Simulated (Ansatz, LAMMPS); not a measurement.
## B in place of Si at several sites of amorphous Si (101 atoms)

Aim: make B in place of Si at several sites of amorphous Si (101 atoms), relax each, and compare their energies.

Main program and level: Ansatz 0.2.0; Kohn-Sham DFT, PBE, PAW (set soft_2), plane waves.

### Step 1. Set-up

The cell holds 101 atoms: 101 Si. Cell: a = 12.624 Å, b = 12.624 Å, c = 12.624 Å, α = 90.0°, β = 90.0°, γ = 90.0°. 101 atoms (101 Si) placed at random at 2.34 g/cm³, melted at 2500 K for 10 ps at fixed volume with the modified Tersoff potential (Kumagai, Izumi, Hara and Sakai, Comput. Mater. Sci. 39, 457 (2007)). Quenched from 2500 K to 300 K at 20 K/ps and fixed volume, held 5 ps.

Limits known from the start: The quench rate of 20 K/ps far exceeds what a furnace or splat quench reaches, so expect more defects and frozen-in strain than in a real sample. The starting topology of bonds comes from the classical model, and needn't be the one that DFT or experiment would give. The Brillouin zone is sampled at Γ only, in a cell whose shortest periodic width is 13 Å.

### Step 2. Single point at the start

A single point comes first, to see the forces before anything moves.

File input.yaml:

```yaml
crystal:
  lattice:
    - [12.6245, 0.0, 0.0]
    - [0.0, 12.6245, 0.0]
    - [0.0, 0.0, 12.6245]
  atoms:
    - { symbol: Si, position: [0.06195, 0.94736, 0.1572] }
    - { symbol: Si, position: [0.42361, 0.95609, 0.08765] }
    - { symbol: Si, position: [0.68903, 0.34747, 0.93011] }
    - { symbol: Si, position: [0.10531, 0.92404, 0.72008] }
    - { symbol: Si, position: [0.24704, 0.82441, 0.93366] }
    - { symbol: Si, position: [0.83777, 0.55888, 0.46785] }
    - { symbol: Si, position: [0.34425, 0.15005, 0.93044] }
    - { symbol: Si, position: [0.77227, 0.45922, 0.31526] }
    - { symbol: Si, position: [0.36422, 0.96757, 0.89922] }
    - { symbol: Si, position: [0.86157, 0.82061, 0.36155] }
    - { symbol: Si, position: [0.66816, 0.59081, 0.90944] }
    - { symbol: Si, position: [0.79335, 0.81942, 0.72384] }
    - { symbol: Si, position: [0.35356, 0.60534, 0.43177] }
    - { symbol: Si, position: [0.88111, 0.30498, 0.29243] }
    - { symbol: Si, position: [0.32713, 0.40533, 0.20075] }
    - { symbol: Si, position: [0.47541, 0.3632, 0.57425] }
    - { symbol: Si, position: [0.94273, 0.70405, 0.68571] }
    - { symbol: Si, position: [0.66073, 0.79315, 0.59915] }
    - { symbol: Si, position: [0.16398, 0.80313, 0.22167] }
    - { symbol: Si, position: [0.1904, 0.06237, 0.50111] }
    - { symbol: Si, position: [0.89012, 0.03397, 0.13073] }
    - { symbol: Si, position: [0.63657, 0.53094, 0.73289] }
    - { symbol: Si, position: [0.88088, 0.39003, 0.72184] }
    - { symbol: Si, position: [0.75801, 0.75676, 0.89385] }
    - { symbol: Si, position: [0.94346, 0.53065, 0.61646] }
    - { symbol: Si, position: [0.59263, 0.43117, 0.314] }
    - { symbol: Si, position: [0.33914, 0.6405, 0.92868] }
    - { symbol: Si, position: [0.07022, 0.77048, 0.55876] }
    - { symbol: Si, position: [0.53439, 0.79313, 0.09074] }
    - { symbol: Si, position: [0.66164, 0.60543, 0.55202] }
    - { symbol: Si, position: [0.65061, 0.09118, 0.24958] }
    - { symbol: Si, position: [0.51593, 0.51123, 0.46589] }
    - { symbol: Si, position: [0.89697, 0.3318, 0.10212] }
    - { symbol: Si, position: [0.72356, 0.90078, 0.45174] }
    - { symbol: Si, position: [0.09686, 0.13046, 0.34989] }
    - { symbol: Si, position: [0.25518, 0.47502, 0.90341] }
    - { symbol: Si, position: [0.40872, 0.38697, 0.8523] }
    - { symbol: Si, position: [0.19397, 0.2, 0.0209] }
    - { symbol: Si, position: [0.69546, 0.355, 0.74427] }
    - { symbol: Si, position: [0.96727, 0.25444, 0.60913] }
    - { symbol: Si, position: [0.89461, 0.17636, 0.00854] }
    - { symbol: Si, position: [0.45324, 0.50121, 0.71668] }
    - { symbol: Si, position: [0.4074, 0.23285, 0.25091] }
    - { symbol: Si, position: [0.83632, 0.99969, 0.7453] }
    - { symbol: Si, position: [0.33204, 0.02778, 0.24562] }
    - { symbol: Si, position: [0.98599, 0.6114, 0.12192] }
    - { symbol: Si, position: [0.04189, 0.44368, 0.05135] }
    - { symbol: Si, position: [0.32035, 0.77057, 0.09589] }
    - { symbol: Si, position: [0.13417, 0.509, 0.59563] }
    - { symbol: Si, position: [0.37721, 0.66512, 0.73394] }
    - { symbol: Si, position: [0.40997, 0.72181, 0.2948] }
    - { symbol: Si, position: [0.77248, 0.75283, 0.2174] }
    - { symbol: Si, position: [0.22609, 0.50729, 0.32508] }
    - { symbol: Si, position: [0.80992, 0.5751, 0.1755] }
    - { symbol: Si, position: [0.49643, 0.48066, 0.15257] }
    - { symbol: Si, position: [0.45967, 0.19129, 0.06924] }
    - { symbol: Si, position: [0.28163, 0.01107, 0.72437] }
    - { symbol: Si, position: [0.58791, 0.21158, 0.69513] }
    - { symbol: Si, position: [0.99398, 0.00595, 0.85524] }
    - { symbol: Si, position: [0.76102, 0.07692, 0.47537] }
    - { symbol: Si, position: [0.57799, 0.95418, 0.34896] }
    - { symbol: Si, position: [0.1724, 0.0954, 0.18423] }
    - { symbol: Si, position: [0.48388, 0.04132, 0.48566] }
    - { symbol: Si, position: [0.24942, 0.85953, 0.51196] }
    - { symbol: Si, position: [0.05292, 0.17314, 0.90521] }
    - { symbol: Si, position: [0.67221, 0.07386, 0.79276] }
    - { symbol: Si, position: [0.96856, 0.9845, 0.34625] }
    - { symbol: Si, position: [0.97059, 0.47917, 0.87613] }
    - { symbol: Si, position: [0.09053, 0.64002, 0.27389] }
    - { symbol: Si, position: [0.83138, 0.1195, 0.29926] }
    - { symbol: Si, position: [0.25375, 0.66187, 0.57896] }
    - { symbol: Si, position: [0.59126, 0.78096, 0.26754] }
    - { symbol: Si, position: [0.80479, 0.48255, 0.99471] }
    - { symbol: Si, position: [0.51429, 0.61847, 0.01328] }
    - { symbol: Si, position: [0.17768, 0.74668, 0.77078] }
    - { symbol: Si, position: [0.17115, 0.38694, 0.46264] }
    - { symbol: Si, position: [0.91172, 0.07639, 0.59362] }
    - { symbol: Si, position: [0.03055, 0.95884, 0.52796] }
    [... 17 atom lines left out ...]
    - { symbol: Si, position: [0.64153, 0.88953, 0.97817] }
    - { symbol: Si, position: [0.94456, 0.74788, 0.99075] }
    - { symbol: Si, position: [0.29266, 0.8699, 0.33596] }
    - { symbol: Si, position: [0.60083, 0.06021, 0.0741] }
    - { symbol: Si, position: [0.80974, 0.87288, 0.07438] }
    - { symbol: Si, position: [0.97483, 0.68394, 0.41994] }
kpoints:
  mp_grid: { grid: [1, 1, 1] }
hamiltonian:
  xc: pbe
scf:
  occupations: { method: fermi_dirac, width: 0.05 }
output:
  forces: true
```

Launch:

```
$ ansatz run input.yaml --threads 4 --pin off --max-ram 8192MiB --backend cpu --events-out ev --progress --plain --runs-dir out
```

Numbers of over 12 decimals in the logs are rounded to 6 here.

The program printed:

```text
[...]
Pseudopotentials: kind: paw
Pseudopotential: Si, paw, valence charge 4, recommended cutoff 420 eV (normal), Si.paw.azcp
[... 5 lines on functional and potentials left out ...]
Crystal: 101 atoms, lattice volume = 2012.068 Å³
Basis set: ecut = 420 eV, 39223 PW (Γ), exchange–correlation on 180×180×180 points (8 copies of the dense FFT grid, shifted against one another)
Bands: 303, of which v1, the nominal top of the filled ones, is band 202 counted from 1 (201 counted from 0)
Symmetry: 1 space group operations
Space group: P1 (ITA 1), of the structure as read, at distance tolerance 1.3e-4 Å
k-points: 1
[... 3 lines on functional and potentials left out ...]
Initial density: superposition of atomic densities (neutral atoms: chi_scale 0, normalization atom), corrected by the library's trained network
Initial wavefunctions: pseudopotential atomic-orbital guess
[...]
SCF iter   1: F=—  HF=-64188.100369 eV  |F-HF|=—  |Δ(HF+E_count)|=         —  Δρ=3.71e-3  dr2=8.67e-1  ethr=1.77e-3  ⟨swp⟩=6.0  Hψ=1437  notcnv=0  defer=49
preconditioner: auto → Kerker (q_TF=auto, 2.088 Å⁻¹)  [metal: Δε(μ)=0.019 eV  Ē_g=7.563 eV  σ=0.050 eV  W_gap=0.09  n_scr=304 (ndim 8)  ℏωp=16.6 eV  f_vac=0.001  D(μ)=32.88/eV (n_scr^D=170)]
[...]
SCF iter   9: F=—  HF=-64187.994939 eV  |F-HF|=—  |Δ(HF+E_count)|=   4.90e-7  Δρ=1.41e-6  dr2=2.09e-7  ethr=3.40e-10  ⟨swp⟩=2.0  Hψ=371  notcnv=0  defer=65
SCF iter  10: F=-64187.994939 eV  HF=-64187.994939 eV  |F-HF|=2.64e-9  |Δ(HF+E_count)|=   7.29e-8  Δρ=5.41e-7  dr2=2.69e-8  ethr=2.48e-11  ⟨swp⟩=4.0  Hψ=903  notcnv=0
SCF 1 converged in 10 iterations: F = -64187.994939 eV  dr2 = 2.69e-8
[...]
SCF converged after 10 iterations
Free energy (F): -64187.994939 eV
Harris-Foulkes:  -64187.994939 eV  (|F-HF|=2.64e-9)
Internal energy: -64187.720177 eV  (E = F + TS)
E sigma→0 (E₀):  -64187.857558 eV
Entropy (-TS):   -0.274762 eV (-2.720 meV/atom)
Fermi energy:    6.523233 eV
--- Per-component energies (eV) ---
[...]
Σ components = -64187.994939   (vs F -64187.994939, Δ=0.00e0)
--- Forces (eV/Å), atoms counted from 1 ---
  atom   1  Si    -0.17646233     0.33642405    -0.03487188
  atom   2  Si     0.14163585    -0.22011648     0.30833433
  atom   3  Si     0.17512138    -0.40663592     0.05377318
  atom   4  Si     0.51911748     0.28787176     0.11621237
[...]
atom 101  Si    -0.12628818     0.00369916    -0.46983872
  max |Σ_I F_I| component: 8.58e-6 eV/Å
```

Run time: 15 s. Hardware: 4 threads of Arm Neoverse V1, shared host; peak memory 2.1 GiB.

Reading the cycles: dr2 is the Hartree energy of the density residual (eV), the measure of convergence; HF is the Harris–Foulkes estimate of the energy, which meets the free energy F at convergence.

The r.m.s. force at the start is 0.48 eV/Å.

### Step 3. Relaxation

The atoms are relaxed in the fixed cell, aiming at the force tolerance of the input.

File input.yaml:

```yaml
crystal:
  lattice:
    - [12.6245, 0.0, 0.0]
    - [0.0, 12.6245, 0.0]
    - [0.0, 0.0, 12.6245]
  atoms:
    [... the 101 atom lines of step 2 ...]
kpoints:
  mp_grid: { grid: [1, 1, 1] }
hamiltonian:
  xc: pbe
scf:
  occupations: { method: fermi_dirac, width: 0.05 }
output:
  forces: true
relax:
  f_tol: 0.05
  max_steps: 120
```

The program printed:

```text
[...]
Crystal: 101 atoms, lattice volume = 2012.068 Å³
Basis set: ecut = 420 eV, 39223 PW (Γ), exchange–correlation on 180×180×180 points (8 copies of the dense FFT grid, shifted against one another)
Bands: 303, of which v1, the nominal top of the filled ones, is band 202 counted from 1 (201 counted from 0)
Symmetry: 1 space group operations
[...]
k-points: 1
[...]
SCF iter   1: F=—  HF=-64188.100368 eV  |F-HF|=—  |Δ(HF+E_count)|=         —  Δρ=3.71e-3  dr2=8.67e-1  ethr=1.77e-3  ⟨swp⟩=6.0  Hψ=1437  notcnv=0  defer=49
[...]
SCF iter   7: F=-64187.994933 eV  HF=-64187.994934 eV  |F-HF|=7.62e-7  |Δ(HF+E_count)|=   2.85e-5  Δρ=9.41e-6  dr2=9.34e-6  ethr=1.55e-8  ⟨swp⟩=4.0  Hψ=765  notcnv=0
SCF 1 converged in 7 iterations: F = -64187.994933 eV  dr2 = 9.34e-6
[...]
relax step   1: F+E_penalty+E_count = -64187.99493346 eV  Δ(F+E_penalty+E_count) = +0.000e0 eV  max|allowed force component| = 1.578e0 eV/Å  Δτ_max = 0.0000 Å  (7 SCF iters, dr2 threshold 6.25e-5 eV, accepted)
[...]
relax step   2: F+E_penalty+E_count = -64191.32895518 eV  Δ(F+E_penalty+E_count) = -3.334e0 eV  max|allowed force component| = 7.532e-1 eV/Å  Δτ_max = 0.1933 Å  (6 SCF iters, dr2 threshold 1.00e-4 eV, accepted)
[...]
relax step   3: F+E_penalty+E_count = -64192.21621357 eV  Δ(F+E_penalty+E_count) = -8.873e-1 eV  max|allowed force component| = 2.756e-1 eV/Å  Δτ_max = 0.2000 Å  (6 SCF iters, dr2 threshold 3.55e-5 eV, accepted)
relax step   4: F+E_penalty+E_count = -64192.59714863 eV  Δ(F+E_penalty+E_count) = -3.809e-1 eV  max|allowed force component| = 5.500e-1 eV/Å  Δτ_max = 0.1936 Å  (6 SCF iters, dr2 threshold 1.02e-5 eV, accepted)
relax step   5: F+E_penalty+E_count = -64192.92851023 eV  Δ(F+E_penalty+E_count) = -3.314e-1 eV  max|allowed force component| = 5.512e-1 eV/Å  Δτ_max = 0.2000 Å  (6 SCF iters, dr2 threshold 4.05e-5 eV, accepted)
relax step   6: F+E_penalty+E_count = -64193.24664527 eV  Δ(F+E_penalty+E_count) = -3.181e-1 eV  max|allowed force component| = 2.388e-1 eV/Å  Δτ_max = 0.1951 Å  (6 SCF iters, dr2 threshold 1.00e-4 eV, accepted)
relax step   7: F+E_penalty+E_count = -64193.46170405 eV  Δ(F+E_penalty+E_count) = -2.151e-1 eV  max|allowed force component| = 3.085e-1 eV/Å  Δτ_max = 0.2000 Å  (6 SCF iters, dr2 threshold 1.07e-5 eV, accepted)
relax step   8: F+E_penalty+E_count = -64193.60075857 eV  Δ(F+E_penalty+E_count) = -1.391e-1 eV  max|allowed force component| = 1.224e-1 eV/Å  Δτ_max = 0.1949 Å  (6 SCF iters, dr2 threshold 1.79e-5 eV, accepted)
relax step   9: F+E_penalty+E_count = -64193.66598745 eV  Δ(F+E_penalty+E_count) = -6.523e-2 eV  max|allowed force component| = 2.665e-1 eV/Å  Δτ_max = 0.1789 Å  (8 SCF iters, accepted)
relax step  10: F+E_penalty+E_count = -64193.76079439 eV  Δ(F+E_penalty+E_count) = -9.481e-2 eV  max|allowed force component| = 2.883e-1 eV/Å  Δτ_max = 0.1602 Å  (6 SCF iters, dr2 threshold 1.12e-5 eV, accepted)
relax step  11: F+E_penalty+E_count = -64193.84768156 eV  Δ(F+E_penalty+E_count) = -8.689e-2 eV  max|allowed force component| = 3.492e-1 eV/Å  Δτ_max = 0.1911 Å  (6 SCF iters, dr2 threshold 8.31e-5 eV, accepted)
relax step  12: F+E_penalty+E_count = -64193.91717550 eV  Δ(F+E_penalty+E_count) = -6.949e-2 eV  max|allowed force component| = 2.149e-1 eV/Å  Δτ_max = 0.1825 Å  (4 SCF iters, dr2 threshold 1.00e-4 eV, accepted)
relax step  13: F+E_penalty+E_count = -64193.96303288 eV  Δ(F+E_penalty+E_count) = -4.586e-2 eV  max|allowed force component| = 7.904e-2 eV/Å  Δτ_max = 0.0734 Å  (6 SCF iters, dr2 threshold 1.75e-5 eV, accepted)
relax step  14: F+E_penalty+E_count = -64193.97996338 eV  Δ(F+E_penalty+E_count) = -1.693e-2 eV  max|allowed force component| = 8.201e-2 eV/Å  Δτ_max = 0.0577 Å  (7 SCF iters, accepted)
relax step  15: F+E_penalty+E_count = -64193.98780735 eV  Δ(F+E_penalty+E_count) = -7.844e-3 eV  max|allowed force component| = 3.410e-2 eV/Å  Δτ_max = 0.0386 Å  (6 SCF iters, accepted)
relax step  16: F+E_penalty+E_count = -64193.99438723 eV  Δ(F+E_penalty+E_count) = -6.580e-3 eV  max|allowed force component| = 4.461e-2 eV/Å  Δτ_max = 0.0547 Å  (6 SCF iters, accepted)
relax step  17: F+E_penalty+E_count = -64194.00104830 eV  Δ(F+E_penalty+E_count) = -6.661e-3 eV  max|allowed force component| = 4.745e-2 eV/Å  Δτ_max = 0.0813 Å  (6 SCF iters, accepted)
relax step  18: F+E_penalty+E_count = -64194.02050105 eV  Δ(F+E_penalty+E_count) = -1.945e-2 eV  max|allowed force component| = 1.508e-1 eV/Å  Δτ_max = 0.1938 Å  (7 SCF iters, accepted)
relax step  19: F+E_penalty+E_count = -64194.06426466 eV  Δ(F+E_penalty+E_count) = -4.376e-2 eV  max|allowed force component| = 2.255e-1 eV/Å  Δτ_max = 0.1997 Å  (6 SCF iters, dr2 threshold 2.27e-5 eV, accepted)
relax step  20: F+E_penalty+E_count = -64194.07578930 eV  Δ(F+E_penalty+E_count) = -1.152e-2 eV  max|allowed force component| = 8.658e-1 eV/Å  Δτ_max = 0.1905 Å  (6 SCF iters, dr2 threshold 5.09e-5 eV, accepted)
relax step  21: F+E_penalty+E_count = -64194.16511752 eV  Δ(F+E_penalty+E_count) = -8.933e-2 eV  max|allowed force component| = 1.934e-1 eV/Å  Δτ_max = 0.1597 Å  (4 SCF iters, dr2 threshold 1.00e-4 eV, accepted)
relax step  22: F+E_penalty+E_count = -64194.26046009 eV  Δ(F+E_penalty+E_count) = -9.534e-2 eV  max|allowed force component| = 3.110e-1 eV/Å  Δτ_max = 0.1484 Å  (8 SCF iters, accepted)
relax step  23: F+E_penalty+E_count = -64194.33482641 eV  Δ(F+E_penalty+E_count) = -7.437e-2 eV  max|allowed force component| = 2.181e-1 eV/Å  Δτ_max = 0.1949 Å  (6 SCF iters, dr2 threshold 6.05e-6 eV, accepted)
relax step  24: F+E_penalty+E_count = -64194.38544693 eV  Δ(F+E_penalty+E_count) = -5.062e-2 eV  max|allowed force component| = 2.046e-1 eV/Å  Δτ_max = 0.0900 Å  (6 SCF iters, dr2 threshold 2.34e-5 eV, accepted)
relax step  25: F+E_penalty+E_count = -64194.45047031 eV  Δ(F+E_penalty+E_count) = -6.502e-2 eV  max|allowed force component| = 3.337e-1 eV/Å  Δτ_max = 0.1911 Å  (6 SCF iters, dr2 threshold 2.06e-5 eV, accepted)
relax step  26: F+E_penalty+E_count = -64194.52774163 eV  Δ(F+E_penalty+E_count) = -7.727e-2 eV  max|allowed force component| = 2.964e-1 eV/Å  Δτ_max = 0.0930 Å  (5 SCF iters, dr2 threshold 9.80e-5 eV, accepted)
relax step  27: F+E_penalty+E_count = -64194.54173510 eV  Δ(F+E_penalty+E_count) = -1.399e-2 eV  max|allowed force component| = 4.520e-1 eV/Å  Δτ_max = 0.1457 Å  (5 SCF iters, dr2 threshold 6.93e-5 eV, accepted)
relax step  28: F+E_penalty+E_count = -64194.59472012 eV  Δ(F+E_penalty+E_count) = -5.299e-2 eV  max|allowed force component| = 1.403e-1 eV/Å  Δτ_max = 0.0680 Å  (5 SCF iters, dr2 threshold 1.00e-4 eV, accepted)
relax step  29: F+E_penalty+E_count = -64194.59632759 eV  Δ(F+E_penalty+E_count) = -1.607e-3 eV  max|allowed force component| = 1.368e-1 eV/Å  Δτ_max = 0.0521 Å  (8 SCF iters, accepted)
[...]
relax step  30: F+E_penalty+E_count = -64194.60433421 eV  Δ(F+E_penalty+E_count) = -8.007e-3 eV  max|allowed force component| = 4.311e-2 eV/Å  Δτ_max = 0.0321 Å  (8 SCF iters, accepted)
SCF converged after 8 iterations
Free energy (F): -64194.604334 eV
[...]
Internal energy: -64194.550881 eV  (E = F + TS)
E sigma→0 (E₀):  -64194.577607 eV
Entropy (-TS):   -0.053454 eV (-0.529 meV/atom)
Fermi energy:    6.478599 eV
[...]
--- Forces (eV/Å), atoms counted from 1 ---
  atom   1  Si    -0.00220388    -0.00242948     0.00014403
  atom   2  Si     0.00222424    -0.00702521    -0.01023694
  atom   3  Si    -0.00777329     0.00619008    -0.01205014
  atom   4  Si     0.00150747    -0.01140762    -0.00490707
  atom   5  Si     0.00570016    -0.00700765    -0.00368126
  atom   6  Si    -0.00476764     0.01370366    -0.00051055
  atom   7  Si     0.00342084     0.01327603    -0.00846189
  atom   8  Si    -0.00621969    -0.01337786    -0.01416636
  atom   9  Si     0.00931809     0.00316318     0.01740770
  atom  10  Si     0.00013513     0.00025995    -0.00241756
  atom  11  Si    -0.01791711     0.00113621    -0.02348572
  atom  12  Si    -0.00754057    -0.01160273     0.00810351
  atom  13  Si    -0.00322799    -0.00338359     0.00439085
  atom  14  Si    -0.00271606     0.00688946    -0.00236858
[...]
atom 100  Si     0.01409161    -0.00969199     0.00654163
  atom 101  Si    -0.00149717    -0.00843584     0.00550970
  max |Σ_I F_I| component: 1.80e-5 eV/Å
--- Relaxed structure (30 steps of the walk, 30 accepted, 0 SCFs on fresh bases) ---
  F+E_penalty+E_count = -64194.60433421 eV   max|allowed force component| = 4.311e-2 eV/Å
  atoms:
    - { symbol: Si, position: [0.071298, 0.939057, 0.133060] }
    - { symbol: Si, position: [0.447438, 0.997556, 0.080013] }
    - { symbol: Si, position: [0.679787, 0.341979, 0.940178] }
    - { symbol: Si, position: [0.127527, 0.924972, 0.717367] }
[...]
- { symbol: Si, position: [0.957339, 0.704437, 0.398727] }
```

The job ended after 5.2 min (4 threads; peak memory 2.1 GiB).

The relaxation converged after 30 steps, 6.61 eV below its start, with a largest force component of 0.043 eV/Å.

(Part 1 of 3 ends here.)

[Logs are printed without paths, hosts, clocks, repeated set-up lines and the standing remarks that a program may print on its own settings, such as how far it seeks lower states.]

[Hosts, paths, dates, database ids (printed as entryN), source tags and the programs' standing remarks are cut or masked in the printed files.]
